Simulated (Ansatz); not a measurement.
# How fast states decay through SiF2, part 2 of 3

Wanted: the relaxed cell of SiF2, its band edges and its decay constants. It is built by putting Si for Sn, F for I in the SnI2 structure of space group P4_2/mnm, with the volume rescaled by atomic radii. The parent structure comes from the Materials Project.

Ansatz 0.2.0; PBE DFT, plane waves, PAW files (the session's first sound run).

So far. Step 2 (Relaxing the new crystal): The largest force component on a free atom ends at 5.3e-4 eV/Å.

The structure was built from a prototype and need not be the compound's stable phase.

## Step 3: The bulk crystal and its band edges

The energy window and the wavevectors of the next steps follow from the band edges, so these are searched first, off the mesh as well.

input.yaml reads:

```yaml
crystal:
  lattice:
    - [5.8557778612, 0.0, 0.0]
    - [0.0, 5.8557778612, 0.0]
    - [0.0, 0.0, 2.5061495951]
  atoms:
    - { symbol: Si, position: [0.0, 0.0, 0.0] }
    - { symbol: Si, position: [0.5, 0.5, 0.5] }
    - { symbol: F, position: [0.2048233202, 0.2048233202, 0.0] }
    - { symbol: F, position: [0.7951766798, 0.7951766798, 0.0] }
    - { symbol: F, position: [0.7048233202, 0.2951766798, 0.5] }
    - { symbol: F, position: [0.2951766798, 0.7048233202, 0.5] }
kpoints:
  mp_grid: { grid: [4, 4, 8] }
  band_path: { path: [VBM, CBM], npoints: 30 }
scf:
  occupations: { method: fixed }
hamiltonian:
  xc: pbe
output:
  eigenvalues: true
  write_potential: true
  write_density: true
  volumetric_format: npy
  elf: true
```

Started as:

```console
ansatz run input.yaml --threads 2 --pin off --max-ram 4096MiB --backend cpu --events-out ev --progress --plain --runs-dir out
```

Numbers of over 12 decimals in the logs are rounded to 6 here.

The program printed:

```text
[...]
Crystal: 6 atoms, lattice volume = 85.936 Å³
Basis set: ecut = 420 eV, 1685 PW (Γ)
Bands: 24, of which v1, the nominal top of the filled ones, is band 18 counted from 1 (17 counted from 0)
Symmetry: 16 space group operations
[...]
k-points: 30 of 128
[...]
SCF iter   1: F=—  HF=-4505.513294 eV  |F-HF|=—  |Δ(HF+E_count)|=         —  Δρ=9.94e-3  dr2=4.17e-2  ethr=1.77e-3  ⟨swp⟩=4.4  Hψ=3250  notcnv=0  defer=118
[...]
SCF iter   6: F=-4505.506596 eV  HF=-4505.506596 eV  |F-HF|=2.70e-9  |Δ(HF+E_count)|=   2.19e-7  Δρ=5.43e-6  dr2=1.56e-8  ethr=2.78e-10  ⟨swp⟩=10.2  Hψ=3260  notcnv=0
SCF 1 converged in 6 iterations: F = -4505.506596 eV  dr2 = 1.56e-8
[...]
NSCF: frozen V_eff on 40 k-points
[...]
SCF converged after 6 iterations
Free energy (F): -4505.506596 eV
[...]
Internal energy: -4505.506596 eV  (E = F + TS)
E sigma→0 (E₀):  -4505.506596 eV
Fermi energy:    3.167761 eV
[...]
--- Band table (eV; the first three rows and the last of 30) ---
  k-point 0: bands = [... 14 lower, 0.1661, 0.1661, 0.2339, 2.7476, 5.4779, 5.4779, 10.3178, 11.9101, ... 2 higher]
  k-point 1: bands = [... 14 lower, -0.2931, -0.2931, 0.6011, 2.8495, 5.7867, 5.7867, 10.2816, 12.1510, ... 2 higher]
  k-point 2: bands = [... 14 lower, -1.1629, -0.8430, 1.3021, 3.0197, 6.5908, 6.5908, 8.5190, 9.8781, ... 2 higher]
  k-point 29: bands = [... 14 lower, -0.9590, -0.9590, 2.6510, 2.6510, 6.1841, 6.1841, 8.4400, 8.4400, ... 2 higher]
```

It took 7 s on 2 threads of Arm Neoverse V1, shared host; peak memory 0.33 GiB; 14 s of CPU time.

This step gave:

| Property | Result |
| --- | --- |
| free energy | -4505.5066 eV |
| Fermi energy | 3.168 eV |
| gap on the k-mesh | 2.310 eV |
| gap on path | 2.275 eV, by band count; negative where bands overlap |
| direct gap on path | 2.671 eV |
| edge places on path | 0, 1.084 1/A along the path |

The electronic bands at the labelled points (eV, zero at the Fermi level (highest filled level under fixed occupations); # counts the bands kept):

```
  point    #11    #12    #13    #14   #15   #16   #17   #18
    VBM  -4.29  -4.08  -0.44   0.04  2.71  3.25  5.06  5.06
halfway  -4.14  -4.02  -2.08  -0.19  3.17  3.17  6.00  7.47
    CBM  -3.00  -3.00  -2.93  -0.42  2.31  2.31  7.15  8.74
```

Electrostatic potential energy in the ab plane at fractional z = 0.000, with atoms of Si and F within 0.2 Å of it. With pseudopotentials it is smooth inside the atoms' cores, unlike the true potential.

Values in eV, 16 rows by 16 columns, each cell a mean:
```
-43 -39 -13   1   6   8   9   9   9   9   9   8   4  -3 -25 -43
-31 -19  -4   4   7   9   9   9   9   9   8   0 -19 -23 -15 -25
 -5  -2   3   6   8   9   9   9   9   9   7 -18 -39 -41 -23  -3
  4   5   6   8   9   9   9   8   8   8   7 -18 -39 -39 -19   4
  8   8   8   9   9   9   8   7   7   7   7  -1 -18 -18   0   8
  9   9   9   9   8   8   6   5   5   6   7   7   7   7   8   9
  9   9   9   9   8   7   5   4   3   4   6   7   8   9   9   9
  9   9   9   9   8   6   4   3   2   3   5   7   8   9   9   9
  9   9   9   9   8   6   4   3   3   4   5   7   8   9   9   9
  9   9   9   8   8   7   6   4   4   5   6   8   9   9   9   9
  8   8   3  -4   1   7   7   6   6   7   8   9   9   9   9   8
  6   2 -24 -35 -25   1   8   8   8   8   8   9   9   8   7   6
  1  -6 -36 -42 -35  -4   8   9   9   9   9   9   8   6   4   1
-16 -11 -28 -36 -24   3   9   9   9   9   9   8   6   3  -4 -13
-41 -31 -11  -6   2   8   9   9   9   9   9   8   5  -2 -19 -39
-43 -41 -16   1   6   8   9   9   9   9   9   8   4  -5 -31 -43
```
Columns run along a (5.9 Å; values clipped at the 3rd and 97th percentile), rows up along b (5.9 Å). Atoms in or near the plane, at fractional coordinates: Si at (0.00, 0.00), F at (0.20, 0.20), F at (0.80, 0.80).

ELF in the ab plane at fractional z = 0.000, with atoms of Si and F within 0.2 Å of it. It is the smooth field of the valence electrons, not physical close to the nuclei.

Ten even steps from '_' (0.00) to '@' (0.98), each cell a mean:
```
------..____________::==++++==::
::==--..__________..==########==
::::..____________..++%%****##++
..__________________==##****##++
________________..__::**##%%##==
______________--**==..::==++==::
____________--##@@%%==____....__
__________::##@@@@@@**..________
__________::%%@@@@##--__________
__::----....==%%##--____________
..++####**::..::::______________
::**%%####**..__________________
--####++####--______________....
--**####%%##--____________..----
::==**##**++::____________::==--
==::----::..____________..::::--
```
Columns run along a (5.9 Å), rows up along b (5.9 Å). Atoms in or near the plane, at fractional coordinates: Si at (0.00, 0.00), F at (0.20, 0.20), F at (0.80, 0.80).

Valence density in the ab plane at fractional z = 0.000, with atoms of Si and F within 0.2 Å of it. It is the smooth field of the valence electrons, not physical close to the nuclei.

Ten steps, logarithmic in the rise over the least value, from '_' (0 e/Å³) to '@' (12 e/Å³), each cell a mean:
```
..::::..______________::------::
::::....____________::==****++--
::....______________--**@@@@**--
..______....______..--**@@@@**--
________............::==****==::
________........::....::----::__
__________..::::--::......______
__________..::------::..________
__________..::----::....________
____..........::::::....________
__::==++==::..............______
..==##%%##==..______......______
::++%%@@%%++..______________....
::==##%%##==..____________....::
::--==++==::______________..::::
__::::::..______________..::::..
```
Columns run along a (5.9 Å), rows up along b (5.9 Å). Atoms in or near the plane, at fractional coordinates: Si at (0.00, 0.00), F at (0.20, 0.20), F at (0.80, 0.80).

The searched edges give 2.27 eV, under the 2.31 eV of the mesh, which misses an edge.

## Step 4: Decaying states in the gap

This step: PBE DFT, plane waves, PAW files; complex bands by layer matching along the plane's normal (Ansatz 0.2.0).

The same crystal is laid in a cell whose first two vectors span the (001) plane (indices of the standard conventional cell, whose axes can be ordered otherwise than in the bulk input). At fixed energy and wavevector in the plane the solver finds all kz, real and complex. A few wavevectors are listed, (0, 0) and (0.5, 0) in units of the plane's reciprocal vectors; the slowest state needn't be among them.

input.yaml reads:

```yaml
crystal:
  lattice:
    - [5.855777861, 0.0, 0.0]
    - [0.0, 5.855777861, 0.0]
    - [0.0, 0.0, 2.506149595]
  atoms:
    - { symbol: Si, position: [0.0, 0.0, 0.0] }
    - { symbol: Si, position: [0.5, 0.5, 0.5] }
    - { symbol: F, position: [0.2048233202, 0.2048233202, 0.0] }
    - { symbol: F, position: [0.7951766798, 0.7951766798, 0.0] }
    - { symbol: F, position: [0.7048233202, 0.2951766798, 0.5] }
    - { symbol: F, position: [0.2951766798, 0.7048233202, 0.5] }
kpoints:
  mp_grid: { grid: [4, 4, 10] }
scf:
  occupations: { method: fixed }
hamiltonian:
  xc: pbe
output:
  eigenvalues: true
  transmission:
    leads: [[0, 0]]
    kpoints: [[0.0, 0.0], [0.5, 0.0]]
    e_range: [-1.0, 3.27]
    de: 0.07
```

The program printed:

```text
[...]
Crystal: 6 atoms, lattice volume = 85.936 Å³
Basis set: ecut = 420 eV, 1685 PW (Γ)
Bands: 24, of which v1, the nominal top of the filled ones, is band 18 counted from 1 (17 counted from 0)
Symmetry: 16 space group operations
[...]
k-points: 36 of 160
[...]
SCF iter   1: F=—  HF=-4505.513658 eV  |F-HF|=—  |Δ(HF+E_count)|=         —  Δρ=9.94e-3  dr2=4.15e-2  ethr=1.77e-3  ⟨swp⟩=4.4  Hψ=3898  notcnv=0  defer=142
[...]
SCF iter   6: F=-4505.506979 eV  HF=-4505.506979 eV  |F-HF|=2.66e-9  |Δ(HF+E_count)|=   2.10e-7  Δρ=5.51e-6  dr2=1.65e-8  ethr=2.78e-10  ⟨swp⟩=10.0  Hψ=3985  notcnv=0
SCF 1 converged in 6 iterations: F = -4505.506979 eV  dr2 = 1.65e-8
[...]
transmission: 4 of 8 steps passed
transmission: 8 of 8 steps passed
SCF converged after 6 iterations
Free energy (F): -4505.506979 eV
[...]
Internal energy: -4505.506979 eV  (E = F + TS)
E sigma→0 (E₀):  -4505.506979 eV
Fermi energy:    3.189120 eV
[...]
--- Band table (eV; the first three rows and the last of 36) ---
  k-point 0: bands = [... 14 lower, 0.1664, 0.1664, 0.2342, 2.7475, 5.4778, 5.4778, 10.3178, 11.9101, ... 2 higher]
  k-point 1: bands = [... 14 lower, -0.1374, -0.1374, 0.4919, 2.8174, 5.6791, 5.6791, 10.3384, 12.0677, ... 2 higher]
  k-point 2: bands = [... 14 lower, -0.8501, -0.8501, 0.9902, 2.9528, 6.2210, 6.2210, 9.4585, 11.0046, ... 2 higher]
  k-point 35: bands = [... 14 lower, -0.9587, -0.9587, 2.6506, 2.6506, 6.1840, 6.1840, 8.4399, 8.4399, ... 2 higher]
--- Transmission ---
  basis      : 293 plane waves across, 4 finite elements along
  points     : 2, as listed
  energies   : 62 from -1.000000 to 3.270000 eV about the Fermi level, 0.070000 eV apart; the leads are filled to 1.144345 eV, and channels, transmission and decay are at 1.170000 eV
  crystal 0  : Si2F4, at the sites [0, 0], period 2.5061 Å: whole cells are its period
    offset         : up to 0.0000 Å between an atom of the period and one for which it stands
    channels       : 0.000000e0 a spin
    conductance    : none, the energies end too early or step too widely for 300 K: set another output.transmission.e_range or a lower de, or, where they end at an eighth of basis.ecutwfc, a higher one
    slowest decay  : 0.2805 /Å at (0.0000, 0.0000)
```

Run time: 63 s. Hardware: 2 threads; peak memory 0.88 GiB.

This step gave:

```yaml
free_energy: -4505.5070 eV
fermi_energy: 3.189 eV
gap_on_the_k_mesh: 2.289 eV
level_to_which_the_leads_are_filled: 1.144 eV from the Fermi level
decay_constant_at_the_filling_level_zone_centre: 0.2805 Å⁻¹
decay_constant_at_the_filling_level_slowest_listed_point: 0.2805 Å⁻¹
```

K parallel (0, 0); values up to 1.5 1/Å, a degenerate pair printed once or twice; energies at which all values exceed this have no row. The Im kz of the slowest decaying states by energy, zero at the highest filled level on the SCF mesh:

```csv
energy (eV),decay 1 (Å⁻¹),decay 2 (Å⁻¹),decay 3 (Å⁻¹),decay 4 (Å⁻¹)
-1.0000,0.424,0.514,0.745,0.753
-0.7200,0.365,0.532,0.743,0.760
-0.5100,0.216,0.543,0.735,0.770
-0.2300,0.552,0.734,0.783,0.988
-0.0200,0.556,0.779,0.792,0.917
0.2600,0.243,0.555,0.802,0.852
0.4700,0.277,0.551,0.809,0.825
0.7500,0.290,0.537,0.806,0.818
1.0300,0.286,0.513,0.797,0.825
1.2400,0.277,0.487,0.795,0.829
1.5200,0.256,0.437,0.794,0.834
1.7300,0.235,0.384,0.795,0.837
2.0100,0.197,0.281,0.796,0.840
2.2200,0.143,0.158,0.798,0.841
2.5000,0.0662,0.801,0.841,0.883
2.7800,0.803,0.839,0.871,1.10
2.9900,0.805,0.837,0.863,1.10
3.2700,0.807,0.832,0.854,1.10
```

K parallel (0, 0). Re kz of states that move upwards against energy, zero at the highest filled level on the SCF mesh:

| energy (eV) | channel 1 (Å⁻¹) | channel 2 (Å⁻¹) | channel 3 (Å⁻¹) | channel 4 (Å⁻¹) |
| --- | --- | --- | --- | --- |
| -1.00 | 0.918 | - | - | - |
| -0.79 | 0.981 | - | - | - |
| -0.58 | 1.05 | - | - | - |
| -0.37 | 0.255 | 1.12 | - | - |
| -0.16 | 0.646 | 1.21 | - | - |
| -0.02 | -1.19 | 0.946 | - | - |
| 0.05 | - | - | - | - |
| 0.26 | - | - | - | - |
| 0.47 | - | - | - | - |
| 0.68 | - | - | - | - |
| 0.89 | - | - | - | - |
| 1.10 | - | - | - | - |
| 1.38 | - | - | - | - |
| 1.59 | - | - | - | - |
| 1.80 | - | - | - | - |
| 2.01 | - | - | - | - |
| 2.22 | - | - | - | - |
| 2.43 | 0.209 | 0.209 | - | - |
| 2.64 | -1.24 | -1.10 | 0.336 | 0.336 |
| 2.85 | -1.17 | -1.03 | 0.431 | 0.431 |
| 3.06 | -1.12 | -0.976 | 0.512 | 0.512 |
| 3.27 | -1.08 | -0.932 | 0.584 | 0.584 |

K parallel (0.5, 0); values up to 1.5 1/Å, a degenerate pair printed once or twice; energies at which all values exceed this have no row. Im kz of the slowest decaying states against energy, zero at the highest filled level on the SCF mesh:

```csv
energy (eV),decay 1 (Å⁻¹),decay 2 (Å⁻¹),decay 3 (Å⁻¹),decay 4 (Å⁻¹)
-1.0000,0.545,0.801,0.812,1.05
-0.7200,0.569,0.797,0.830,1.06
-0.5100,0.585,0.798,0.849,1.06
-0.2300,0.603,0.800,0.882,1.06
-0.0200,0.165,0.616,0.804,0.915
0.2600,0.250,0.630,0.809,0.994
0.4700,0.279,0.639,0.812,1.01
0.7500,0.296,0.649,0.817,1.03
1.0300,0.295,0.657,0.820,1.05
1.2400,0.287,0.661,0.821,1.06
1.5200,0.266,0.663,0.817,0.981
1.7300,0.242,0.660,0.803,0.931
2.0100,0.198,0.639,0.761,0.890
2.2200,0.148,0.590,0.729,0.879
2.5000,0.458,0.708,0.874,1.15
2.7800,0.210,0.699,0.873,1.16
2.9900,0.694,0.873,1.18,1.27
3.2700,0.686,0.873,1.19,1.27
```

At the listed wavevectors the last open channel is at -0.02 eV and the next at +2.29 eV on the grid. At +1.17 eV, the grid energy nearest the filling level (the middle of the gap on the SCF mesh), the slowest state at the listed wavevectors decays with κ = 0.281 Å⁻¹, its amplitude falling by e over 3.6 Å. Through 1 nm of this crystal that state's transmission falls by exp(−2 × 0.281 Å⁻¹ × 10 Å) = 0.0037.

## Step 5: Decay over the two-dimensional zone

The listed points could miss the slowest state, so one energy near mid-gap is solved on a mesh of 6×6.

Changes to input.yaml since step 4:

```diff
@@ -20,6 +20,2 @@
   eigenvalues: true
-  transmission:
-    leads: [[0, 0]]
-    kpoints: [[0.0, 0.0], [0.5, 0.0]]
-    e_range: [-1.0, 3.27]
-    de: 0.07
+  transmission: { leads: [[0, 0]], kmesh: [6, 6], e_range: [1.14, 1.15], de: 0.05 }
```

The program printed:

```text
[...]
Crystal: 6 atoms, lattice volume = 85.936 Å³
Basis set: ecut = 420 eV, 1685 PW (Γ)
Bands: 24, of which v1, the nominal top of the filled ones, is band 18 counted from 1 (17 counted from 0)
Symmetry: 16 space group operations
[...]
k-points: 36 of 160
[...]
SCF iter   1: F=—  HF=-4505.513658 eV  |F-HF|=—  |Δ(HF+E_count)|=         —  Δρ=9.94e-3  dr2=4.15e-2  ethr=1.77e-3  ⟨swp⟩=4.4  Hψ=3898  notcnv=0  defer=142
[...]
SCF iter   6: F=-4505.506979 eV  HF=-4505.506979 eV  |F-HF|=2.66e-9  |Δ(HF+E_count)|=   2.10e-7  Δρ=5.51e-6  dr2=1.65e-8  ethr=2.78e-10  ⟨swp⟩=10.0  Hψ=3985  notcnv=0
SCF 1 converged in 6 iterations: F = -4505.506979 eV  dr2 = 1.65e-8
[...]
transmission: 16 of 40 steps passed
transmission: 32 of 40 steps passed
transmission: 40 of 40 steps passed
SCF converged after 6 iterations
Free energy (F): -4505.506979 eV
[...]
Internal energy: -4505.506979 eV  (E = F + TS)
E sigma→0 (E₀):  -4505.506979 eV
Fermi energy:    3.189120 eV
[...]
--- Band table (eV; the first three rows and the last of 36) ---
  k-point 0: bands = [... 14 lower, 0.1664, 0.1664, 0.2342, 2.7475, 5.4778, 5.4778, 10.3178, 11.9101, ... 2 higher]
  k-point 1: bands = [... 14 lower, -0.1374, -0.1374, 0.4919, 2.8174, 5.6791, 5.6791, 10.3384, 12.0677, ... 2 higher]
  k-point 2: bands = [... 14 lower, -0.8501, -0.8501, 0.9902, 2.9528, 6.2210, 6.2210, 9.4585, 11.0046, ... 2 higher]
  k-point 35: bands = [... 14 lower, -0.9587, -0.9587, 2.6506, 2.6506, 6.1840, 6.1840, 8.4399, 8.4399, ... 2 higher]
--- Transmission ---
  basis      : 293 plane waves across, 4 finite elements along
  points     : 10, standing for a mesh of 6 x 6
  energies   : 1 from 1.140000 to 1.140000 eV about the Fermi level; the leads are filled to 1.144345 eV, and channels, transmission and decay are at 1.140000 eV
  crystal 0  : Si2F4, at the sites [0, 0], period 2.5061 Å: whole cells are its period
[...]
channels       : 0.000000e0 a spin
    conductance    : none, crystal 0 has no channel at the energies, or these end too early or step too widely for 300 K: set another output.transmission.e_range or a lower de, or, where they end at an eighth of basis.ecutwfc, a higher one
    slowest decay  : 0.2819 /Å at (0.0000, 0.0000)
```

The job ended after 24 s (2 threads; peak memory 0.75 GiB).

Numbers from this step:

```yaml
least_decay_constant_on_the_mesh: 0.2819 Å⁻¹
```

Slowest decay constant (1/Å; 0 where a channel is open) over k1 and k2. At 1.1400 eV from the Fermi level.

Values, 6 rows by 6 columns:
```
0.364 0.345 0.308 0.288 0.308 0.345
0.317 0.308 0.291 0.284 0.291 0.308
0.292 0.288 0.284 0.282 0.284 0.288
0.317 0.308 0.291 0.284 0.291 0.308
0.364 0.345 0.308 0.288 0.308 0.345
0.385 0.364 0.317 0.292 0.317 0.364
```
Columns: k1 (b1) from -0.5 to 0.333; rows upwards: k2 (b2) from -0.5 to 0.333.

The least value on the mesh is 0.282 Å⁻¹ at +1.14 eV. At that energy the listed points give about 0.282 Å⁻¹ by interpolation, so the mesh holds no clearly slower state.

## Step 6: Band edges at another level, cutoff 1320 eV

This step: PBE DFT, plane waves, norm-conserving files (Ansatz 0.2.0).

The edges again with norm-conserving files, at the same atoms. Against that run the cutoff is 1320 eV against 420.

input.yaml reads:

```yaml
crystal:
  lattice:
    - [5.8557778612, 0.0, 0.0]
    - [0.0, 5.8557778612, 0.0]
    - [0.0, 0.0, 2.5061495951]
  atoms:
    - { symbol: Si, position: [0.0, 0.0, 0.0] }
    - { symbol: Si, position: [0.5, 0.5, 0.5] }
    - { symbol: F, position: [0.2048233202, 0.2048233202, 0.0] }
    - { symbol: F, position: [0.7951766798, 0.7951766798, 0.0] }
    - { symbol: F, position: [0.7048233202, 0.2951766798, 0.5] }
    - { symbol: F, position: [0.2951766798, 0.7048233202, 0.5] }
kpoints:
  mp_grid: { grid: [4, 4, 8] }
  band_path: { path: [VBM, CBM], npoints: 30 }
scf:
  occupations: { method: fixed }
hamiltonian:
  xc: pbe
  pseudopotentials: { kind: nc }
output:
  eigenvalues: true
```

The program printed:

```text
[...]
Crystal: 6 atoms, lattice volume = 85.936 Å³
Basis set: ecut = 1320 eV, 9403 PW (Γ)
Bands: 24, of which v1, the nominal top of the filled ones, is band 18 counted from 1 (17 counted from 0)
Symmetry: 16 space group operations
[...]
k-points: 30 of 128
[...]
SCF iter   1: F=—  HF=-2965.629679 eV  |F-HF|=—  |Δ(HF+E_count)|=         —  Δρ=5.39e-2  dr2=2.06e0  ethr=3.10e-3  ⟨swp⟩=4.9  Hψ=3388  notcnv=0  defer=119
[...]
SCF iter   7: F=-2965.018587 eV  HF=-2965.018587 eV  |F-HF|=6.67e-9  |Δ(HF+E_count)|=   6.97e-9  Δρ=9.51e-6  dr2=2.60e-8  ethr=2.78e-10  ⟨swp⟩=12.9  Hψ=4230  notcnv=0
SCF 1 converged in 7 iterations: F = -2965.018587 eV  dr2 = 2.60e-8
[...]
SCF converged after 7 iterations
Free energy (F): -2965.018587 eV
[...]
Internal energy: -2965.018587 eV  (E = F + TS)
E sigma→0 (E₀):  -2965.018587 eV
Fermi energy:    3.170653 eV
[...]
--- Band table (eV; the first three rows and the last of 30) ---
  k-point 0: bands = [... 14 lower, 0.1829, 0.1829, 0.2513, 2.7386, 5.4679, 5.4679, 10.3208, 11.8841, ... 2 higher]
  k-point 1: bands = [... 14 lower, -0.2773, -0.2773, 0.6063, 2.8422, 5.7768, 5.7768, 10.2847, 12.1263, ... 2 higher]
  k-point 2: bands = [... 14 lower, -1.1531, -0.8382, 1.3038, 3.0162, 6.5802, 6.5802, 8.5194, 9.8786, ... 2 higher]
  k-point 29: bands = [... 14 lower, -0.9543, -0.9543, 2.6579, 2.6579, 6.1734, 6.1734, 8.4237, 8.4237, ... 2 higher]
```

It took 34 s on 2 threads; peak memory 0.57 GiB; 68 s of CPU time.

This step gave:

```yaml
free_energy: -2965.0186 eV
fermi_energy: 3.171 eV
gap_on_the_k_mesh: 2.297 eV
gap_on_path: 2.257 eV, by band count; negative where bands overlap
direct_gap_on_path: 2.621 eV
edge_places_on_path: 0, 1.097 1/A along the path
```

The electronic bands at the labelled points (eV, zero at the Fermi level (highest filled level under fixed occupations); # counts the bands kept):

```
  point    #11    #12    #13    #14   #15   #16   #17   #18
    VBM  -4.29  -4.08  -0.40   0.04  2.66  3.17  5.08  5.08
halfway  -4.15  -4.02  -2.07  -0.20  3.17  3.17  5.95  7.41
    CBM  -2.99  -2.99  -2.92  -0.43  2.30  2.30  7.15  8.71
```

The searched edges give 2.26 eV, under the 2.30 eV of the mesh, which misses an edge.

(Continued in part 3 of 3.)

[Logs are printed without paths, hosts, clocks, repeated set-up lines and the standing remarks that a program may print on its own settings, such as how far it seeks lower states.]

[Hosts, paths, dates, database ids (printed as entryN), source tags and the programs' standing remarks are cut or masked in the printed files.]
